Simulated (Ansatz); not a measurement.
**Al2V: relaxing a made-up structure**

Starting from a made-up structure for Al2V, the aim is the relaxed cell, its shortest contacts and, where a second run follows, its electronic structure.

Method: DFT, PBEsol, plane-wave PAW, files of the set soft_1, scalar-relativistic, ferromagnetic start, cell and ions relaxed at zero pressure; PAW set soft_1, in the first sound run; inputs show where later runs differ, in Ansatz 0.2.0.

**1. Set-up**

Symmetry: P4/nmm, No. 129, tetragonal system. Conventional cell: a = 3.775 Å, b = 3.775 Å, c = 6.263 Å, α = 90.00°, β = 90.00°, γ = 90.00°. V has 9 Al at 2.51 to 2.70 Å nearest. Nearest to Al lie 5 V at 2.55 to 2.70 Å and 4 Al at 2.79 Å. Nearest to Al lie 4 V at 2.51 Å and 8 Al at 2.67 to 2.79 Å. Farther neighbours are not listed.

Coordinates:

```cif
data_structure
_symmetry_space_group_name_H-M 'P 1'
_symmetry_Int_Tables_number 1
_cell_length_a 3.7750
_cell_length_b 3.7750
_cell_length_c 6.2630
_cell_angle_alpha 90.000
_cell_angle_beta 90.000
_cell_angle_gamma 90.000
_cell_volume 89.25
loop_
_atom_site_label
_atom_site_type_symbol
_atom_site_fract_x
_atom_site_fract_y
_atom_site_fract_z
_atom_site_occupancy
V1 V 0.50000 0.00000 0.26430 1
V2 V 0.00000 0.50000 0.73570 1
Al3 Al 0.50000 0.00000 0.67130 1
Al4 Al 0.00000 0.50000 0.32870 1
Al5 Al 0.50000 0.50000 0.00000 1
Al6 Al 0.00000 0.00000 0.00000 1
```

**2. Relaxation of the guess**

The guess takes its coordinates from another compound and its volume from a rule, so the cell and any free coordinates are relaxed together.

File input.yaml:

```yaml
crystal:
  lattice:
    - [3.775, 0.0, 0.0]
    - [0.0, 3.775, 0.0]
    - [0.0, 0.0, 6.263]
  atoms:
    - { symbol: V, position: [0.5, 0.0, 0.2643], spin: 2.0 }
    - { symbol: V, position: [0.0, 0.5, 0.7357], spin: 2.0 }
    - { symbol: Al, position: [0.5, 0.0, 0.6713] }
    - { symbol: Al, position: [0.0, 0.5, 0.3287] }
    - { symbol: Al, position: [0.5, 0.5, 0.0] }
    - { symbol: Al, position: [0.0, 0.0, 0.0] }
magnetization:
  spin_polarized: true
kpoints:
  mp_grid: { grid: [7, 7, 5] }
scf:
  occupations: { method: fermi_dirac, width: 0.05 }
hamiltonian:
  xc: pbesol
  pseudopotentials: { kind: paw, azcp: { folder: soft_1 }, xc_functional: pbe }
relax:
  f_tol: 0.015
  max_steps: 70
  cell: {}
output:
  forces: true
  stress: true
```

Launch:

```sh
ansatz run input.yaml --threads 4 --pin off --max-ram 10240MiB --backend cpu --events-out ev --progress --plain --runs-dir out
```

Numbers of over 12 decimals in the logs are rounded to 6 here.

The log of the run:

```text
Engine: ansatz 0.2.0, x86_64-unknown-linux-gnu
Pseudopotentials: kind: paw
Pseudopotential: V, paw, valence charge 13, recommended cutoff 420 eV (normal), soft_1/V.paw.azcp
Pseudopotential: Al, paw, valence charge 3, recommended cutoff 420 eV (normal), soft_1/Al.paw.azcp
Functional definition: PBEsol
  exchange = pbesol_x
  correlation = pbesol_c
Crystal: 6 atoms, lattice volume = 89.252 Å³
Basis set: ecut = 420 eV, 1733 PW (Γ), exchange–correlation on 54×54×90 points (8 copies of the dense FFT grid, shifted against one another)
Bands: 27, of which v1, the nominal top of the filled ones, is band 19 counted from 1 (18 counted from 0)
Symmetry: 16 space group operations
Space group: P4/nmm (ITA 129), of the structure as read, at distance tolerance 4.5e-5 Å
Magnetic group: BNS 129.411 (UNI 1071), of the structure as read, at distance tolerance 4.5e-5 Å
k-points: 30 of 245
Non-local potential: V, projectors of the file, l = 0: 3, l = 1: 2, l = 2: 3, l = 3: 1
Non-local potential: Al, projectors of the file, l = 0: 2, l = 1: 2, l = 2: 1
PAW form: soft (Blöchl's): semilocal exchange-correlation on the pseudo side does not see the compensation charge
PAW frozen core: V, regenerated for the run's functional, and the local potential with it (the file was generated under x = pbe(κ = 0.804, μ = 0.219515), c = pbe(β = 0.066725))
PAW frozen core: Al, regenerated for the run's functional, and the local potential with it (the file was generated under x = pbe(κ = 0.804, μ = 0.219515), c = pbe(β = 0.066725))
PAW one-centre angular grid: V, 590 points (default); XC on 64 Gauss nodes
PAW one-centre angular grid: Al, 110 points (default); XC on 64 Gauss nodes
Initial density: superposition of atomic densities (chi_scale 0.1, normalization cell)
Starting moments: Σ|m| = 4 μB on 2 of 6 sites
Initial wavefunctions: pseudopotential atomic-orbital guess
Functional: x = pbesol(κ = 0.804, μ = 0.123457), c = pbesol(β = 0.046)
SCF iter   1: F=—  HF=-7866.946720 eV  |F-HF|=—  |Δ(HF+E_count)|=         —  Δρ=3.95e-2 (↑3.95e-2 ↓1.97e-2)  dr2=4.31e0  dr2_m=4.10e-1  M=2.983 μB ∫|m|=3.258 μB  β_m=0.30  ethr=3.10e-3  ⟨swp⟩=6.6  Hψ=7448  notcnv=0
Mixer restart at iter 1: flushing history
preconditioner: auto → Kerker (q_TF=auto, 2.366 Å⁻¹)  [metal: Δε(μ)=0.015 eV  Ē_g=5.597 eV  σ=0.050 eV  W_gap=0.08  n_scr=20 (ndim 8)  ℏωp=18.4 eV  f_vac=0.000  D(μ)=2.94/eV (n_scr^D=20)]
spin=Collinear: Kerker preconditioning applied to the charge; magnetization (m = ρ↑ − ρ↓) channel mixes plain (no charge-response kernel on spin).
SCF iter   2: F=—  HF=-7866.349094 eV  |F-HF|=—  |Δ(HF+E_count)|=   5.98e-1  Δρ=2.25e-2 (↑2.25e-2 ↓1.90e-2)  dr2=2.26e0  dr2_m=1.77e-1  M=2.981 μB ∫|m|=3.285 μB  β_m=0.53  ethr=3.10e-3  ⟨swp⟩=2.0  Hψ=2490  notcnv=0  defer=50
SCF iter   3: F=—  HF=-7867.180341 eV  |F-HF|=—  |Δ(HF+E_count)|=   8.31e-1  Δρ=9.98e-3 (↑8.13e-3 ↓9.98e-3)  dr2=3.65e-1  dr2_m=3.29e-2  M=2.911 μB ∫|m|=3.215 μB  β_m=0.66  ethr=3.10e-3  ⟨swp⟩=2.0  Hψ=2563  notcnv=0  defer=50
SCF iter   4: F=—  HF=-7867.267983 eV  |F-HF|=—  |Δ(HF+E_count)|=   8.76e-2  Δρ=3.26e-3 (↑3.26e-3 ↓3.08e-3)  dr2=2.24e-2  dr2_m=4.76e-3  M=2.807 μB ∫|m|=3.087 μB  β_m=0.83  ethr=9.61e-4  ⟨swp⟩=2.4  Hψ=2961  notcnv=0  defer=43
SCF iter   5: F=—  HF=-7867.291281 eV  |F-HF|=—  |Δ(HF+E_count)|=         —  Δρ=8.86e-3 (↑8.86e-3 ↓4.09e-3)  dr2=2.69e-2  dr2_m=3.34e-2  M=2.463 μB ∫|m|=2.720 μB  β_m=0.83  ethr=5.88e-5  ⟨swp⟩=2.1  Hψ=2703  notcnv=0  defer=43
Mixer restart at iter 5: flushing history
SCF iter   6: F=—  HF=-7867.298358 eV  |F-HF|=—  |Δ(HF+E_count)|=   7.08e-3  Δρ=3.59e-3 (↑1.36e-3 ↓3.59e-3)  dr2=6.63e-3  dr2_m=3.97e-3  M=2.389 μB ∫|m|=2.628 μB  β_m=0.88  ethr=5.88e-5  ⟨swp⟩=2.1  Hψ=3089  notcnv=0  defer=43
SCF iter   7: F=—  HF=-7867.299684 eV  |F-HF|=—  |Δ(HF+E_count)|=   1.33e-3  Δρ=4.99e-3 (↑4.99e-3 ↓1.48e-3)  dr2=1.40e-2  dr2_m=7.93e-3  M=2.254 μB ∫|m|=2.481 μB  β_m=0.84  ethr=1.74e-5  ⟨swp⟩=2.0  Hψ=3199  notcnv=0  defer=43
SCF iter   8: F=—  HF=-7867.297579 eV  |F-HF|=—  |Δ(HF+E_count)|=   2.11e-3  Δρ=7.00e-4 (↑3.34e-4 ↓7.00e-4)  dr2=1.12e-3  dr2_m=3.81e-5  M=2.165 μB ∫|m|=2.373 μB  β_m=0.95  ethr=1.74e-5  ⟨swp⟩=2.0  Hψ=3345  notcnv=0  defer=47
SCF iter   9: F=—  HF=-7867.297897 eV  |F-HF|=—  |Δ(HF+E_count)|=   3.18e-4  Δρ=3.30e-5 (↑3.30e-5 ↓3.22e-5)  dr2=3.79e-6  dr2_m=1.81e-7  M=2.121 μB ∫|m|=2.322 μB  β_m=0.96  ethr=2.94e-6  ⟨swp⟩=2.0  Hψ=2276  notcnv=0  defer=36
SCF iter  10: F=—  HF=-7867.297922 eV  |F-HF|=—  |Δ(HF+E_count)|=   2.54e-5  Δρ=6.31e-5 (↑6.31e-5 ↓5.68e-5)  dr2=3.15e-7  dr2_m=2.88e-6  M=2.120 μB ∫|m|=2.322 μB  β_m=0.98  ethr=9.97e-9  ⟨swp⟩=2.2  Hψ=2377  notcnv=0  defer=36
SCF iter  11: F=—  HF=-7867.297923 eV  |F-HF|=—  |Δ(HF+E_count)|=   2.77e-7  Δρ=3.45e-6 (↑3.45e-6 ↓3.07e-6)  dr2=2.90e-8  dr2_m=2.79e-9  M=2.115 μB ∫|m|=2.316 μB  β_m=0.99  ethr=8.30e-10  ⟨swp⟩=2.4  Hψ=2898  notcnv=0  defer=36
SCF iter  12: F=-7867.297923 eV  HF=-7867.297923 eV  |F-HF|=5.17e-9  |Δ(HF+E_count)|=   2.62e-9  Δρ=1.72e-6 (↑1.05e-6 ↓1.72e-6)  dr2=6.11e-9  dr2_m=3.65e-10  M=2.114 μB ∫|m|=2.315 μB  ethr=7.63e-11  ⟨swp⟩=1.9  Hψ=4617  notcnv=0
SCF 1 converged in 12 iterations: F = -7867.297923 eV  dr2 = 6.11e-9
  greatest PAW one-centre occupation: 1.000 electrons in one spin orbital (limit 2), on the V atom at site 1 (counted from 0), in its partial waves of l = 0
relax step   1: F+E_penalty+E_count = -7867.29792268 eV  Δ(F+E_penalty+E_count) = +0.000e0 eV  max|allowed force component| = 3.077e0 eV/Å  Δτ_max = 0.0000 Å  P = +8.097 GPa  Ω = 89.252 Å³  (12 SCF iters, dr2 threshold 1.00e-7 eV, accepted)
Crystal: 6 atoms, lattice volume = 90.707 Å³
Basis set: ecut = 420 eV, 1773 PW (Γ), exchange–correlation on 54×54×90 points (8 copies of the dense FFT grid, shifted against one another)
Initial density: handed on by an earlier stage of this run
Starting moments: Σ|m| = 4 μB on 2 of 6 sites; this step starts from the density that it was given
Initial wavefunctions: those handed on with the density
iter 1 solved again at ethr=3.01e-3 eV; its pass at ethr=3.10e-3 eV (dr2=1.14e0 eV) is discarded
SCF iter   1: F=—  HF=-7868.428491 eV  |F-HF|=—  |Δ(HF+E_count)|=         —  Δρ=3.31e-2 (↑3.31e-2 ↓2.93e-2)  dr2=1.16e0  dr2_m=7.57e-1  M=1.070 μB ∫|m|=1.332 μB  β_m=0.30  ethr=3.01e-3  ⟨swp⟩=1.0  Hψ=8710  notcnv=0
preconditioner: auto → Kerker (q_TF=auto, 2.360 Å⁻¹)  [metal: Δε(μ)=0.011 eV  Ē_g=4.955 eV  σ=0.050 eV  W_gap=0.06  n_scr=16 (ndim 8)  ℏωp=18.3 eV  f_vac=0.000  D(μ)=5.15/eV (n_scr^D=46)]
[...]
the starting moments were not kept: the SCF closed with an absolute magnetisation of 5.7e-6 μB, where they sum to 4 μB in size (2 sites). That is at most 0.1 of that sum. Measured as dr2_m measures the in/out step, that magnetisation stands 7.3e-12 eV from none, at or under the dr2_threshold of 6.0e-7 eV: it is no larger than a step whose dr2_m would equal this threshold.
SCF 3 converged in 11 iterations: F = -7868.560356 eV  dr2 = 1.55e-8
relax step   3: F+E_penalty+E_count = -7868.56035573 eV  Δ(F+E_penalty+E_count) = -1.037e-1 eV  max|allowed force component| = 4.270e-1 eV/Å  Δτ_max = 0.1507 Å  P = +2.161 GPa  Ω = 87.925 Å³  energy of the carried Pulay correction = +4.620e-4 eV  (11 SCF iters, dr2 threshold 6.00e-7 eV, accepted)
[...]
relax step   4: F+E_penalty+E_count = -7868.60754410 eV  Δ(F+E_penalty+E_count) = -4.719e-2 eV  max|allowed force component| = 1.097e-1 eV/Å  Δτ_max = 0.0337 Å  P = +0.256 GPa  Ω = 89.417 Å³  energy of the carried Pulay correction = -5.693e-5 eV  (10 SCF iters, dr2 threshold 6.00e-7 eV, accepted)
[...]
relax step   5: F+E_penalty+E_count = -7868.60942379 eV  Δ(F+E_penalty+E_count) = -1.880e-3 eV  max|allowed force component| = 2.883e-2 eV/Å  Δτ_max = 0.0126 Å  P = -0.092 GPa  Ω = 89.729 Å³  energy of the carried Pulay correction = -1.645e-4 eV  (7 SCF iters, dr2 threshold 6.00e-7 eV, accepted)
[...]
relax step   6: F+E_penalty+E_count = -7868.60955732 eV  Δ(F+E_penalty+E_count) = -1.335e-4 eV  max|allowed force component| = 7.960e-3 eV/Å  Δτ_max = 0.0018 Å  P = -0.015 GPa  Ω = 89.679 Å³  energy of the carried Pulay correction = -1.473e-4 eV  (8 SCF iters, dr2 threshold 5.20e-8 eV, accepted)
[...]
relax step   7: F+E_penalty+E_count = -7868.61083796 eV  Δ(F+E_penalty+E_count) = -1.281e-3 eV  max|allowed force component| = 7.168e-3 eV/Å  Δτ_max = 0.0000 Å  P = +0.013 GPa  Ω = 89.679 Å³  stress off target by 1.16e-1 GPa  SCF on the basis re-selected at this cell (its energy is not comparable with the rows above)  (12 SCF iters)
[...]
relax step   8: F+E_penalty+E_count = -7868.61084705 eV  Δ(F+E_penalty+E_count) = -9.084e-6 eV  max|allowed force component| = 1.743e-3 eV/Å  Δτ_max = 0.0005 Å  P = -0.024 GPa  Ω = 89.709 Å³  energy of the carried Pulay correction = -1.237e-5 eV  (7 SCF iters, dr2 threshold 3.38e-8 eV, accepted)
iter 1 solved again at ethr=2.34e-7 eV; its pass at ethr=3.10e-3 eV (dr2=8.91e-5 eV) is discarded
SCF iter   1: F=—  HF=-7868.610874 eV  |F-HF|=—  |Δ(HF+E_count)|=         —  Δρ=6.43e-5 (↑6.43e-5 ↓6.43e-5)  dr2=3.05e-7  dr2_m=1.19e-10  M=-0.000 μB ∫|m|=0.000 μB  β_m=0.65  ethr=2.34e-7  ⟨swp⟩=3.0  Hψ=11340  notcnv=0
preconditioner: auto → Kerker (q_TF=auto, 2.029 Å⁻¹)  [metal: Δε(μ)=0.032 eV  Ē_g=5.069 eV  σ=0.050 eV  W_gap=0.16  n_scr=16 (ndim 8)  ℏωp=18.4 eV  f_vac=0.000  D(μ)=4.58/eV (n_scr^D=38)]
spin=Collinear: Kerker preconditioning applied to the charge; magnetization (m = ρ↑ − ρ↓) channel mixes plain (no charge-response kernel on spin).
SCF iter   2: F=—  HF=-7868.610865 eV  |F-HF|=—  |Δ(HF+E_count)|=   9.65e-6  Δρ=2.29e-5 (↑2.29e-5 ↓2.29e-5)  dr2=3.87e-8  dr2_m=5.38e-11  M=-0.000 μB ∫|m|=0.000 μB  β_m=0.65  ethr=8.04e-10  ⟨swp⟩=1.8  Hψ=1746  notcnv=0
SCF iter   3: F=—  HF=-7868.610863 eV  |F-HF|=—  |Δ(HF+E_count)|=   1.38e-6  Δρ=2.07e-7 (↑1.67e-7 ↓2.07e-7)  dr2=3.19e-11  dr2_m=2.13e-11  M=-0.000 μB ∫|m|=0.000 μB  β_m=0.82  ethr=1.02e-10  ⟨swp⟩=1.0  Hψ=1620  notcnv=0
SCF iter   4: F=—  HF=-7868.610864 eV  |F-HF|=—  |Δ(HF+E_count)|=   9.82e-7  Δρ=1.54e-7 (↑1.27e-7 ↓1.54e-7)  dr2=4.36e-11  dr2_m=7.47e-12  M=-0.000 μB ∫|m|=0.000 μB  β_m=0.91  ethr=1.00e-12  ⟨swp⟩=2.0  Hψ=2475  notcnv=0
SCF iter   5: F=-7868.610864 eV  HF=-7868.610864 eV  |F-HF|=2.09e-11  |Δ(HF+E_count)|=  1.55e-11  Δρ=7.54e-8 (↑4.12e-8 ↓7.54e-8)  dr2=2.43e-11  dr2_m=6.38e-13  M=-0.000 μB ∫|m|=0.000 μB  ethr=1.00e-12  ⟨swp⟩=2.0  Hψ=4167  notcnv=0
the starting moments were not kept: the SCF closed with an absolute magnetisation of 6.8e-6 μB, where they sum to 4 μB in size (2 sites). That is at most 0.1 of that sum. Measured as dr2_m measures the in/out step, that magnetisation stands 1.2e-11 eV from none, at or under the dr2_threshold of 6.0e-11 eV: it is no larger than a step whose dr2_m would equal this threshold.
SCF 9 converged in 5 iterations: F = -7868.610864 eV  dr2 = 2.43e-11
relax step   9: F+E_penalty+E_count = -7868.61086438 eV  Δ(F+E_penalty+E_count) = -1.734e-5 eV  max|allowed force component| = 1.742e-3 eV/Å  Δτ_max = 0.0000 Å  P = -0.024 GPa  Ω = 89.709 Å³  stress off target by 3.48e-2 GPa  SCF on the basis re-selected at this cell (its energy is not comparable with the rows above)  (5 SCF iters)
basis re-selected at this cell: Δ(F+E_penalty+E_count) = -1.734e-5 eV, ΔP = +0.000 GPa vs the last step (what re-selecting the basis moved, of the pressure what is left beyond the Pulay correction that the steps carried, after the strain that the cell walked since its last selection, with what the two solves' SCF thresholds leave and, on support functions, any second-order correction that the steps lacked; it is no m [...]
SCF converged after 5 iterations
Magnetization: -0.0000 μB (19.0000 up, 19.0000 down)
Absolute magnetization: 0.0000 μB (∫|ρ↑−ρ↓|, with the PAW one-centre terms)
Spin contamination: 0.0000 ħ² per cell (⟨S²⟩ above its minimum at these occupations)
Per-site moments (μB) at R_I (Å): [(-2.6307857507775212e-6, 1.038746), (-2.6307857508083198e-6, 1.038746), (9.580987013450779e-8, 1.038746), (9.580987033513735e-8, 1.038746), (3.261542986710811e-8, 1.072904), (3.261542998585785e-8, 1.072904)]
Free energy (F): -7868.610864 eV
Harris-Foulkes:  -7868.610864 eV  (|F-HF|=2.09e-11)
Internal energy: -7868.572093 eV  (E = F + TS)
E sigma→0 (E₀):  -7868.591479 eV
Entropy (-TS):   -0.038771 eV (-6.462 meV/atom)
Fermi energy:    10.660519 eV
--- Per-component energies (eV) ---
  E_band       = -377.065907
  E_kinetic    = 687.089567
  E_local      = -3110.520163  (includes V_loc(G=0)·N_el)
  E_nonlocal   = 213.523186
  E_hartree    = 1343.024314
  E_xc         = -379.301483
  E_vxc        = -408.941585  (∫ρ·V_xc dr)
  E_paw        = -4029.546549  (= ΣΔE_a)
  E_vpaw       = -444.267776  (= ΣTr[D̂ρ^β])
  E_aug_tail   = 0.001974  (compensation charges beyond the density's cutoff)
  E_ewald      = -2593.218853
  E_core_change = 0.375915  (= ΣΔE_core)
  E_smearing   = -0.038771  (= −TS)
  E_closure    = -0.000000  (closes the sum)
  Σ components = -7868.610864   (vs F -7868.610864, Δ=0.00e0)
--- Forces (eV/Å), atoms counted from 1 ---
  atom   1  V      0.00000000     0.00000000    -0.00019938
  atom   2  V     -0.00000000     0.00000000     0.00019938
  atom   3  Al    -0.00000000     0.00000000    -0.00174176
  atom   4  Al     0.00000000     0.00000000     0.00174176
  atom   5  Al     0.00000000     0.00000000     0.00000000
  atom   6  Al    -0.00000000     0.00000000     0.00000000
  max |Σ_I F_I| component: 2.17e-19 eV/Å
--- Stress (GPa, compression-positive) ---
       -0.018873      -0.000000      -0.000000
       -0.000000      -0.018873      -0.000000
       -0.000000      -0.000000      -0.034847
  P = ⅓ Tr σ = -0.0242 GPa (-0.242 kbar)
--- Relaxed structure (7 steps of the walk, 7 accepted, 2 SCFs on fresh bases) ---
  F+E_penalty+E_count = -7868.61086438 eV   max|allowed force component| = 1.742e-3 eV/Å   (the final SCF, on the basis selected at the relaxed cell)
  cell:  # Å, volume = 89.7086 Å³
    - [3.678339, 0, 0.0]
    - [0, 3.678339, 0.0]
    - [0.0, 0.0, 6.630261]
  atoms:
    - { symbol: V, position: [0.500000, 0, 0.311084] }
    - { symbol: V, position: [0, 0.500000, 0.688916] }
    - { symbol: Al, position: [0.500000, 0, 0.690884] }
    - { symbol: Al, position: [0, 0.500000, 0.309116] }
    - { symbol: Al, position: [0.500000, 0.500000, 0] }
    - { symbol: Al, position: [0, 0, 0] }
```

Wall time 35 s (4 threads of Intel Xeon Platinum 8259CL at 2.50GHz (Skylake/Cascade Lake), shared host); peak memory 0.53 GiB; 1.9 min of CPU time.

Step by step:

```
step  energy less that of the first step (eV)  largest force component (eV/Å)  pressure (GPa)  volume (Å³)
   1                                   0.0000                          3.0774            8.10        89.25
   2                                  -1.1587                          1.1038            0.03        90.71
   3                                  -1.2624                          0.4270            2.16        87.92
   4                                  -1.3096                          0.1097            0.26        89.42
   5                                  -1.3115                          0.0288           -0.09        89.73
   6                                  -1.3116                          0.0080           -0.02        89.68
  7*                                  -1.3129                          0.0072            0.01        89.68
   8                                  -1.3129                          0.0017           -0.02        89.71
  9*                                  -1.3129                          0.0017           -0.02        89.71
```

Relaxation steps marked * repeat the geometry before them on a plane-wave basis chosen anew for their cell, so energy and pressure can jump there.

The run keeps the 16 symmetry operations that it works with, so distortions that break them were not tested.

```
conventional cell, symmetrised  before  after  change
                         a (Å)   3.775  3.678  -2.6 %
                         b (Å)   3.775  3.678  -2.6 %
                         c (Å)   6.263  6.630  +5.9 %
              volume (Å³/atom)   14.88  14.95  +0.5 %
```

The atoms that moved most (Å, as changes of fractional coordinates times the final cell):

```
atom     dx     dy      dz  length
  V1  0.000  0.000   0.310   0.310
  V2  0.000  0.000  -0.310   0.310
 Al3  0.000  0.000   0.130   0.130
 Al4  0.000  0.000  -0.130   0.130
```

Final coordinates:

```xyz
6
Lattice="3.6783 0.0000 0.0000 0.0000 3.6783 0.0000 0.0000 0.0000 6.6303" Properties=species:S:1:pos:R:3 pbc="T T T"
V     1.8392    0.0000    2.0626
V     0.0000    1.8392    4.5677
Al    1.8392    0.0000    4.5807
Al    0.0000    1.8392    2.0495
Al    1.8392    1.8392    0.0000
Al    0.0000    0.0000    0.0000
```

This step gave:

```
free energy             : -7868.6109 eV
energy at zero smearing : -7868.5915 eV
smearing term TS        : 0.03877 eV
Fermi energy            : 10.66 eV
electrons               : 38
symmetry operations     : 16
pressure                : -0.02420 GPa
```

The shortest distance of each pair, which need not be the same contact before and after:

```
 pair  guess (Å)  relaxed (Å)
 Al–V      2.511        2.518
Al–Al      2.669        2.601
  V–V      3.775        3.611
```

The relaxation ends with a largest force component of 0.0017 eV/Å and a pressure of -0.02 GPa. The starting moments have collapsed: the run ends non-magnetic.

[end of part 1 of 2]

[Logs are printed without paths, hosts, clocks, repeated set-up lines and the standing remarks that a program may print on its own settings, such as how far it seeks lower states.]

[Hosts, paths, dates, database ids (printed as entryN), source tags and the programs' standing remarks are cut or masked in the printed files.]
